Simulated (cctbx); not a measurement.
# Symmetry from intensities

Cell: a = 9.9920 Å, b = 9.9920 Å, c = 9.9920 Å, α = 90.00°, β = 90.00°, γ = 90.00°. Expected content of the cell: Ni104 Fe8.

Simulated single-crystal data (cctbx): Cu Kα, λ = 1.54184 Å, to d = 0.83 Å, 50 % of the full sphere, strongest reflection 20000 counts, noise from counting, a 6 % proportional error and a noise floor of 2 counts (s.d.); no absorption, some extinction.

A first pass over the reflections prints:

```text
3577 reflections to d = 0.833 A
centring   violations  <I/sigma> of those
    A          0 of  1763     -0.0
    B          0 of  1816     -0.0
    C          0 of  1781     -0.0
    I        239 of  1788      1.9
    R        465 of  2377      2.8
    F          0 of  2680     -0.0
Laue class    unique    Rint  (classes that these axes allow; Friedel mates merged)
F m m m           263   0.044
F m -3             96   0.048
F m -3 m           71   0.049
space group    extra absences  I>4sigma  <I/sigma>
F 4 3 2                 0          0         -  acentric
F -4 3 m                0          0         -  acentric
F -4 3 c              206          0      -0.1  acentric
F m -3 m                0          0         -  centric
F m -3 c              206          0      -0.1  centric
Wilson B = 0.83 A^2   <|E^2-1|> = 0.753 (0.968 centric, 0.736 acentric)   E^2>4: 1.8 %
shell (A)         n   <I/sigma>
 5.77 - 1.42     19     26.9
 1.42 - 1.13     15     27.4
 1.13 - 0.99     12     34.8
 0.99 - 0.90     12     43.8
 0.90 - 0.83     13     37.7
```

**Question.** What are the lattice type, the Laue class and the likely space group?

The reflections that A, B, C and F centring forbids are absent (⟨I/σ⟩ near 0), so the lattice is F. F holds A, B and C together.

Rint stays low (0.044 to 0.049) up to F m -3 m, the highest class in these axes.

5 settings pass the absence test. The most absences obeyed, 206, belong to F -4 3 c and F m -3 c, which absences can't tell apart.

⟨|E²−1|⟩ = 0.753 leans to a non-centrosymmetric structure. Here that hint misleads: the statistic assumes many like atoms on general positions, and few, heavy or special-position atoms break it. The Wilson B of 0.83 Å² means U ≈ 0.0105 Å².

The true group is Fm-3c (no. 226), Laue class m-3m, centrosymmetric. The tables only narrow the choice to the tied entries; cell content, site symmetry and trial solutions must settle it.

The model was made for the exercise: a known structure type with other elements put in, its volume estimated, not relaxed; displacement parameters are assumed.

[Logs are printed without paths, hosts, clocks, repeated set-up lines and the standing remarks that a program may print on its own settings, such as how far it seeks lower states.]
